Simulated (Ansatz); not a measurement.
# H_i (antibonding, by C) in SiC (P6_3mc): charge-transition levels and formation energies

Charge states of H_i (antibonding, by C) in SiC (P6_3mc), set against the band edges. Model: a cell of 108 host atoms with 1 H put in.

Main program and level: Ansatz 0.2.0; place-levels on r2SCAN runs: charge-transition levels and formation energies with image-charge correction and potential alignment at the atomic sites; PAW set soft_1.

### Step 1. Set-up

The cell holds 109 atoms: 54 Si, 54 C and 1 H. Cell: a = 8.959 Å, b = 8.959 Å, c = 14.655 Å, α = 90.0°, β = 90.0°, γ = 120.0°. It derives from SiC (space group P6_3mc). Nearest the centre at fractional (0.491, 0.509, 0.566): H109 at 0.00 Å, C59 at 1.07 Å, Si51 at 1.78 Å, Si101 at 1.79 Å, Si53 at 1.79 Å, C57 at 2.20 Å, C71 at 2.20 Å, C23 at 2.20 Å.

Known beforehand: the electronic dielectric constant, (7.09, 7.09, 7.35), and the static one, (10.43, 10.43, 10.95), computed on the host (DFPT, PBEsol, on the r2SCAN cell), and a cell off the functional's own equilibrium shifts the ionic part.

The relaxed host is scaled by −3.0 % along all axes; the dielectric constants are those of the unstrained host.

The cell's shortest repeat is 9.0 Å.

### Step 2. What was run first

Levels follow from differences of total energies between charge states, each relaxed by itself.

Each atom starts 0.05 Å or so off its site in a random direction: a symmetric start keeps its symmetry, and would miss off-centre moves and Jahn–Teller distortions. Forces are taken at one point at (¼, ¼, ¼). The cell holds 1 electron more than the neutral one, with a uniform background that keeps it neutral on the whole.

The sampling was tested on the host first: at the k-points planned (1x1x1 shifted 0.25 0.25 0.25) its energy lies -0.042 eV an atom from the dense-mesh value, a large miss, so this sampling is coarse for the host.

One state's input; the others differ in charge, spin, start and seed, and in occupations where the table says so.

File qm1.relax/input.yaml:

```yaml
crystal:
  lattice:
    - [8.95891508, 0.0, 0.0]
    - [-4.47945754, 7.75864805, 0.0]
    - [0.0, 0.0, 14.65462847]
  atoms:
    - { symbol: Si, position: [0.11111111, 0.22222222, 0.8329854] }
    - { symbol: Si, position: [0.22222222, 0.11111111, 0.3329854] }
    - { symbol: Si, position: [0.22222222, 0.11111111, 0.66650102] }
[... 7 atom lines left out ...]
    - { symbol: C, position: [0.22222222, 0.11111111, 0.54152848] }
[... 3 atom lines left out ...]
    - { symbol: Si, position: [0.22222222, 0.44444444, 0.66650102] }
[... 7 atom lines left out ...]
    - { symbol: C, position: [0.22222222, 0.44444444, 0.54152848] }
[... 21 atom lines left out ...]
    - { symbol: C, position: [0.44444444, 0.22222222, 0.70799668] }
[... 5 atom lines left out ...]
    - { symbol: Si, position: [0.55555556, 0.44444444, 0.66650102] }
[... 1 atom line left out ...]
    - { symbol: Si, position: [0.33333333, 0.33333333, 0.49972248] }
[... 2 atom lines left out ...]
    - { symbol: C, position: [0.33333333, 0.33333333, 0.37436694] }
    - { symbol: C, position: [0.44444444, 0.55555556, 0.70799668] }
[... 1 atom line left out ...]
    - { symbol: C, position: [0.55555556, 0.44444444, 0.54152848] }
[... 3 atom lines left out ...]
    - { symbol: Si, position: [0.55555556, 0.77777778, 0.66650102] }
[... 1 atom line left out ...]
    - { symbol: Si, position: [0.33333333, 0.66666667, 0.49972248] }
[... 5 atom lines left out ...]
    - { symbol: C, position: [0.55555556, 0.77777778, 0.54152848] }
[... 17 atom lines left out ...]
    - { symbol: Si, position: [0.66666667, 0.33333333, 0.49972248] }
[... 3 atom lines left out ...]
    - { symbol: C, position: [0.77777778, 0.55555556, 0.70799668] }
[... 5 atom lines left out ...]
    - { symbol: Si, position: [0.88888889, 0.77777778, 0.66650102] }
[... 1 atom line left out ...]
    - { symbol: Si, position: [0.66666667, 0.66666667, 0.49972248] }
[... 2 atom lines left out ...]
    - { symbol: C, position: [0.66666667, 0.66666667, 0.37436694] }
[... 2 atom lines left out ...]
    - { symbol: C, position: [0.88888889, 0.77777778, 0.54152848] }
[... 1 atom line left out ...]
    - { symbol: H, position: [0.490717, 0.509283, 0.565909] }
  host:
    repeats: [3, 3, 1]
    atoms:
      - { symbol: Si, position: [0.33333333, 0.66666667, 0.8329854] }
      - { symbol: Si, position: [0.66666667, 0.33333333, 0.3329854] }
      # ... 10 more atoms of the perfect host
total_charge: -1
basis:
  ecutwfc: 500
  xc_grid: 2
hamiltonian:
  xc: r2scan
  pseudopotentials: { kind: paw, azcp: { folder: soft_1 } }
kpoints:
  mp_grid: { grid: [1, 1, 1], shift: [0.25, 0.25, 0.25] }
scf:
  occupations: { method: fixed }
  max_iter: 80
output:
  forces: true
  charged_corrections:
    epsilon: [7.09, 7.09, 7.35]
    static_epsilon: [10.43, 10.43, 10.95]
    defect_position: [0.490717, 0.509283, 0.565909]
relax:
  f_tol: 0.02
  max_steps: 80
  random_displacement: { amplitude: 0.05, seed: 1861 }
checkpoint:
  write: "../qm1.relax.run"
  compress: false
  write_wavefunctions: true
  write_every: 100000
```

Launch:

```
$ ansatz run input.yaml --threads 8 --pin off --max-ram 15073MiB --backend cpu --events-out ev --progress --plain --runs-dir out
```

Defect states can disperse in a cell of this size, so the energy is taken again at a 2×2×2 shifted mesh, on the relaxed structure.

The run of this state that the levels use, under r2SCAN:

File qm1.point/input.yaml:

```yaml
crystal:
  checkpoint: "../qm1.relax.run"
  host: checkpoint
total_charge: -1
basis:
  ecutwfc: 500
  xc_grid: 2
hamiltonian:
  xc: r2scan
  pseudopotentials: { kind: paw, azcp: { folder: soft_1 } }
kpoints:
  mp_grid: { grid: [2, 2, 2], shift: [0.5, 0.5, 0.5] }
scf:
  occupations: { method: fermi_dirac, width: 0.01 }
  max_iter: 80
output:
  forces: true
  eigenvalues: true
  charged_corrections:
    epsilon: [7.09, 7.09, 7.35]
    static_epsilon: [10.43, 10.43, 10.95]
    defect_position: [0.490717, 0.509283, 0.565909]
  eigenstates: { localisation: true }
  populations: true
  band_densities: [{ bands: [v1, v1] }, { bands: [c1, c1] }]
  write_density: true
  write_potential: true
  volumetric_format: npy
checkpoint:
  read: "../qm1.relax.run"
  write: "../qm1.point.run"
  compress: false
  write_wavefunctions: false
  write_every: 100000
```

Relaxations under r2SCAN at one point at (¼, ¼, ¼); times on 8 threads of Arm Neoverse N1, shared host:

| charge | moment (μB) | occupations | outcome | steps | largest displacement against the far atoms (Å) | time |
| --- | --- | --- | --- | --- | --- | --- |
| −1 | 0 | fixed | converged | 25 | 1.73 | 8.5 min |
| 0 | 1 | fixed | converged | 15 | 0.21 | 12 min |
| +1 | 0 | fixed | converged | 11 | 0.11 | 3.9 min |

Single points under r2SCAN at a 2×2×2 shifted mesh; times on 8 threads of Arm Neoverse N1, shared host:

| charge | moment (μB) | occupations | outcome | time |
| --- | --- | --- | --- | --- |
| −1 | 0 | fermi-dirac | converged | 2.7 min |
| 0 | 1 | fermi-dirac | converged | 7.7 min |
| +1 | 0 | fermi-dirac | converged | 2.7 min |

Distances (Å) from H109 to the nearest atoms after relaxation with r2SCAN:

| charge | moment (μB) | 1. | 2. | 3. | 4. | 5. | 6. |
| --- | --- | --- | --- | --- | --- | --- | --- |
| −1 | 0 | Si 1.76 | Si 1.76 | Si 1.76 | Si 1.77 | C 2.16 | C 2.16 |
| 0 | 1 | C 1.10 | Si 1.78 | C 1.99 | Si 2.00 | Si 2.01 | C 2.25 |
| +1 | 0 | C 1.10 | Si 1.91 | Si 1.92 | Si 1.93 | C 2.13 | C 2.14 |

### Step 3. Levels against the band edges, r2SCAN

A charged cell interacts with its images and the background, and its potential has another zero than the host's. place-levels removes the first by a point-charge model, screened by the static dielectric constant since the ions have relaxed around the charge, and the second by comparing potentials at atoms far from the defect.

The host is a run of the defect-free crystal in the same cutoffs, grids and k-points, so that basis and sampling errors cancel in part in the differences. The host is run in a cell of 12 atoms on a matching mesh. Its band edges are searched through the zone by a band path, so the gap is smaller than, or equal to, that on the mesh. Chemical potentials are energies per atom of H (H2 molecule), run with the same functional and cutoff.

File levels.point.yaml:

```yaml
host:
  run: host.point.run
states: [qm1.point.run, q0_M1.point.run, qp1.point.run]
geometry_from:
  qm1.point.run: qm1.relax.run
  q0_M1.point.run: q0_M1.relax.run
  qp1.point.run: qp1.relax.run
  host.point.run: host.relax.run
chemical_potentials:
  H:
    energy: -15.945394
    dataset: "<sha256 of the dataset>"
epsilon: [7.09, 7.09, 7.35]
static_epsilon: [10.43, 10.43, 10.95]
vertical:
  - { from: qm1.point.run, to: qm1.point_neutral.run }
  - { from: qp1.point.run, to: qp1.point_neutral.run }
```

Launch:

```
$ ansatz place-levels levels.point.yaml -- --threads 8 --pin off --max-ram 15073MiB
```

Numbers of over 12 decimals in the logs are rounded to 6 here.

Log:

```text
[... repeated set-up lines and file paths are left out, and long positions are rounded to six places ...]
(+1/0) 2.409 eV above the valence edge (+2.491 eV without the band-filling correction), in the conduction band; not on the lower envelope
(0/-1) 0.249 eV above the valence edge (+0.167 eV without the band-filling correction), 2.113 eV under the conduction edge; not on the lower envelope
(+1/-1) 1.329 eV above the valence edge, 1.033 eV under the conduction edge: charges between them are lowest nowhere
formation energy of charge +1: +1.415 eV with the Fermi level at the valence edge
formation energy of charge 0: +3.824 eV with the Fermi level at the valence edge
formation energy of charge -1: +4.073 eV with the Fermi level at the valence edge
vertical -1 to 0: no energy, since no alignment is typed
  the change from vertical[0].from (qm1.point.run) to vertical[0].to (qm1.point_neutral.run): by its potential at epsilon [7.09, 7.09, 7.35] it stands at 0.322 0.346 0.624, with an rms radius of about 2.4 Å (1.4 1.4 1.4 Å across the planes of the cell's [...]
vertical +1 to 0: no energy, since no alignment is typed
  the change from vertical[1].from (qp1.point.run) to vertical[1].to (qp1.point_neutral.run): by its potential at epsilon [7.09, 7.09, 7.35] it stands at 0.575 0.420 0.602, with an rms radius of about 6.1 Å (3.5 3.5 3.7 Å across the planes of the cell's [...]
  edges by r2scan, gap 2.362 eV; the host is sampled to repeats of 17.92 Å
  the defect's cells are sampled to repeats of 17.92 Å, like sampling
  charge +1: -48150.0774 eV with its correction of +0.198 eV, at epsilon [10.43, 10.43, 10.95], aligned at sites: +0.0262 eV, mean over 69 atomic sites at or beyond 4.48 Å from the defect at [0.4907, 0.5093, 0.5659], with +0.000224 for the charge's moments [...]
  charge 0: +0.000 eV for its dipole among its images, +0.005 omitted
  charge -1: -48126.1721 eV with its correction of +0.138 eV, at epsilon [10.43, 10.43, 10.95], aligned at sites: +0.0335 eV, mean over 69 atomic sites at or beyond 4.48 Å from the defect at [0.4907, 0.5093, 0.5659], with -0.000720 for the charge's moments [...]
  of states[2] (qp1.point.run): how wide its charge is, is not read beside other atoms or cores, and a band state would take no correction. [...]
  of states[1] (q0_M1.point.run): a band-filling correction moves a carrier to the host's band edge, which changes its energy by -0.082 eV; [...]
  of states[0] (qm1.point.run): how wide its charge is, is not read beside other atoms or cores, and a band state would take no correction. [...]
  of vertical[0].from (qm1.point.run): it parts from the run at its places by a charge that spreads by about 1.4 Å along one vector (1.3 Å or more is wide), by its potential at epsilon [7.09, 7.09, 7.35], taken for that of held ions (one typed too small [...]
  vertical[0].to (qm1.point_neutral.run): levels filled in part (TS 0.003 eV): its energy is of no whole electron's
  of vertical[0].to (qm1.point_neutral.run): stability_check_not_made
  of vertical[1].from (qp1.point.run): it parts from the run at its places by a charge that spreads by about 3.5 Å along one vector (1.3 Å or more is wide), by its potential at epsilon [7.09, 7.09, 7.35], taken for that of held ions (one typed too small [...]
  vertical[1].to (qp1.point_neutral.run): levels filled in part (TS 0.005 eV): its energy is of no whole electron's
  of vertical[1].to (qp1.point_neutral.run): its moments are held at its close (magnetization.spin_locking), by a field of 0.064 eV a Bohr magneton, and its energy and levels are of the state that this holds: a run that lets them go can end lower; [...]
```

Wall time 0.66 s (8 threads of Arm Neoverse N1, shared host).

Levels between the charges placed, in eV above the valence top:

|  | gap (eV) | (+1/0) | (0/−1) |
| --- | --- | --- | --- |
| r2SCAN | 2.36 | 2.41 | 0.25 |

Corrections by state:

| charge | moment (μB) | image terms and alignment (eV) | band filling (eV) | ε used | over the lowest of its charge, as the program ranks them, band filling apart (eV) |
| --- | --- | --- | --- | --- | --- |
| +1 | 0.0 | 0.198 | - | principal values (10.43, 10.43, 10.95) | 0.000 |
| 0 | 1.0 | 0.000 | -0.082 | - | 0.000 |
| −1 | 0.0 | 0.138 | - | principal values (10.43, 10.43, 10.95) | 0.000 |

The charged structures listed were also run neutral, and place-levels reads from each pair, by the potential or the spins, how wide the charge is by which they differ; that can be the carrier of either run.

| charge | rms radius (Å) | spread where it is widest against the cell (Å) | wide from (Å) | reading |
| --- | --- | --- | --- | --- |
| +1 | 6.1 | 3.49 | 1.34 | wide |
| −1 | 2.4 | 1.39 | 1.34 | wide |

The neutral runs of these pairs need not share the spin of the lowest neutral state, and very wide values only mean spread over the cell.

From the program's caveats on the states, each cut to its opening words:

- charge +1, −1: how wide its charge is, is not read beside other atoms or cores, and a band state would take no correction
- charge 0 (1 μB): a band-filling correction moves a carrier to the host's band edge, which changes its energy by -0.082 eV
- charge 0 (1 μB): its sublattices stand up to 0.0247 Å off the host's, which by the two runs' forces adds about +0.02 eV to its energy against the host's, and moves the band [...]
- charge 0 (1 μB): its moments are held at its close (magnetization.spin_locking), by a field of 0.036 eV a Bohr magneton, and its energy and levels are of the state that this [...]
- charge 0 (1 μB): flagged: stability check not made

Chemical potentials of the elements' reference phases, run alike. Formation energy by charge state (elemental references; gap 2.36 eV):

| charge | at valence top (eV) | at conduction bottom (eV) | correction included (eV) |
| --- | --- | --- | --- |
| +1 | 1.42 | 3.78 | 0.20 |
| 0 | 3.82 | 3.82 | -0.08 |
| −1 | 4.07 | 1.71 | 0.14 |

| Fermi level (eV) | lowest formation energy (eV) |
| --- | --- |
| 0.00 | 1.42 |
| 0.21 | 1.63 |
| 0.43 | 1.84 |
| 0.64 | 2.06 |
| 0.86 | 2.27 |
| 1.07 | 2.49 |
| 1.29 | 2.70 |
| 1.50 | 2.57 |
| 1.72 | 2.35 |
| 1.93 | 2.14 |
| 2.15 | 1.93 |
| 2.36 | 1.71 |

### Step 4. The same at the relaxations' own k-points

The relaxations' own energies give the levels at their sampling, for comparison.

File levels.relax_mesh.yaml:

```yaml
host:
  run: host.relax.run
states: [qm1.relax.run, q0_M1.relax.run, qp1.relax.run]
chemical_potentials:
  H:
    energy: -15.945394
    dataset: "<sha256 of the dataset>"
```

Launch:

```
$ ansatz place-levels levels.relax_mesh.yaml -- --threads 8 --pin off --max-ram 15073MiB
```

Log:

```text
[...]
formation energy of charge +1: +1.383 eV with the Fermi level at the valence edge
formation energy of charge 0: +3.813 eV with the Fermi level at the valence edge
formation energy of charge -1: +4.196 eV with the Fermi level at the valence edge
  edges by r2scan, gap 2.372 eV; the host is sampled to repeats of 15.52 Å
[... the lines on each state left out ...]
```

Run time: 0.22 s. Hardware: 8 threads.

Levels between neighbouring charges, in eV above the valence top:

|  | gap (eV) | (+1/0) | (0/−1) |
| --- | --- | --- | --- |
| one point at (¼, ¼, ¼) | 2.37 | 2.43 | 0.38 |
| a 2×2×2 shifted mesh | 2.36 | 2.41 | 0.25 |

Going from one point at (¼, ¼, ¼) to a 2×2×2 shifted mesh moves formation energies against the elements by up to 0.12 eV; band-filling terms, which differ between samplings, are in these energies.

### Step 5. What came out

| Quantity | Value |
| --- | --- |
| gap of the host | 2.36 eV (r2SCAN) |
| level (plus 1/0) | 2.41 eV above the valence top, past the conduction bottom, not a change between lowest states (2.49 eV above the valence top without the band-filling term) |
| level (0/minus 1) | 0.25 eV above the valence top, not a change between lowest states (0.17 eV above the valence top without the band-filling term) |
| level (plus 1/minus 1) | 1.33 eV above the valence top |
| lowest of the charges placed, just above the valence top (0.02 eV) | +1 |
| lowest of the charges placed, just below the conduction bottom (0.02 eV) | −1 |
| lowest formation energy at mid-gap of the charges run, elemental references | 2.60 eV |
| standing of these levels | doubtful, see below |

In words: Of the charges placed (−1, 0 and +1), the lowest changes at 1.33 eV (+1/−1) above the valence top, in a gap of 2.36 eV. A neutral run at a charged structure lies 0.13 eV below the neutral state placed. Unless it holds a band carrier, charge 0 isn't at its lowest here, and with that energy the steps would read (+1/0) 2.28 eV and (0/−1) 0.38 eV, which can change which charges are lowest. (+1/−1) passes over charge 0, which lies 1.08 eV above the two there; a lower structure or spin state of it, if missed, would change that. Charges above +1 and below −1 were not placed, so these runs say nothing of levels that involve them. States placed: +1 at 0 μB; 0 at 1 μB; −1 at 0 μB. Other spin states or structures, where not listed, weren't placed. The program finds carriers beyond a band edge of the host and adds a band-filling term at charge 0 (-0.08 eV); steps to such a charge show no bound level, and a defect level inside a band would be read the same way. At charge −1 the atom put in ends up to 1.7 Å from its starting place, so the name tells the start alone and the levels can join different sites. H is taken at its element; compounds, which aren't counted here, bound the chemical potentials and would shift these formation energies. Going from one point at (¼, ¼, ¼) to a 2×2×2 shifted mesh moves formation energies against the elements by up to 0.12 eV; band-filling terms, which differ between samplings, are in these energies. Limits: the images are only 9.0 Å apart; r2SCAN makes the gap too small and tends to spread out bound carriers; force components of up to 0.17 eV/Å remain in a run at the final settings.

[Logs are printed without paths, hosts, clocks, repeated set-up lines and the standing remarks that a program may print on its own settings, such as how far it seeks lower states.]

[Hosts, paths, dates, database ids (printed as entryN), source tags and the programs' standing remarks are cut or masked in the printed files.]

[Where a table of states has a column of steps, it counts the stored structures, which are thinned; the runs took as many ionic steps or more.]

[A defect's name tells the site on which it was built; relaxed atoms can leave that site.]

[For some hosts the program warned that the k-mesh of the response run may be too coarse for force constants and the static dielectric constant; such warnings are not shown here.]
